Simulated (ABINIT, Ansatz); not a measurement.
Records of electronic-structure calculations.

```cif
data_nai
_symmetry_space_group_name_H-M 'Fm-3m'
_symmetry_Int_Tables_number 225
_cell_length_a 6.4728
_cell_length_b 6.4728
_cell_length_c 6.4728
_cell_angle_alpha 90.000
_cell_angle_beta 90.000
_cell_angle_gamma 90.000
_cell_volume 271.19
loop_
_atom_site_label
_atom_site_type_symbol
_atom_site_symmetry_multiplicity
_atom_site_Wyckoff_symbol
_atom_site_fract_x
_atom_site_fract_y
_atom_site_fract_z
_atom_site_occupancy
Na1 Na 4 a 0.00000 0.00000 0.00000 1
I1 I 4 b 0.50000 0.00000 0.00000 1
_calc_subject 'Quasiparticle gap of NaI (Fm-3m) in ABINIT'
_calc_method 'RPA screening on PBE, plane waves, norm-conserving pseudopotentials (and 2 further levels or steps)'
_calc_program 'ABINIT 10.8.3'
_calc_settings 'cutoff 38 Ha, PseudoDojo scalar-relativistic 0.4.1 standard, norm-conserving, ngkpt (4, 4, 4), nband 54, ecuteps 3.6 Ha, inclvkb 2, shiftk (0, 0, 0), symchi 1, awtr 1, frequency ppm, 4×4×4 k-mesh'
_calc_cost '5 runs, 55 s in all on 4 MPI ranks of Arm Neoverse V1, shared host'
_calc_notes 'The cell and positions come from the Crystallography Open Database and are kept as given unless a step says otherwise. Limits: no spin-orbit coupling.'
_calc_pbe_gap '3.64 eV, direct'
_calc_g0w0_gap_on_the_mesh '5.39 eV'
_calc_gw_settings '4×4×4 mesh, 54 bands, screening to 98 eV, Godby-Needs plasmon pole'
_calc_known_limits 'short of the basis limit; no spin-orbit coupling'
```

[Long decimals in the printed logs are rounded to 6 places.]

[Logs are printed without paths, hosts, clocks, repeated set-up lines and the standing remarks that a program may print on its own settings, such as how far it seeks lower states.]

[Paths, hosts, dates, memory and timing lines, banners, echoed tables and standing remarks are left out of the program output; an Ansatz launch command may be rebuilt from the run's recorded settings. Measured values are a selection of at most five: reports struck by readers or far from the other reports are left out. None is set beside runs whose start may be inverted or whose files or cutoffs have a known fault.]

[Runs of the session that timed out or met a known fault of the program may be left out.]

[Hosts, paths, dates, database ids (printed as entryN), source tags and the programs' standing remarks are cut or masked in the printed files.]

[G0W0 gaps are taken among the corrected bands and points alone; a level outside them can change the order at an edge.]

[Where Ansatz stands beside ABINIT at settings called matched, ABINIT's density can come from a denser mesh and the files from another edition; pairs whose starting gaps differed by over 0.03 eV were left out, so agreement reads better than it is.]
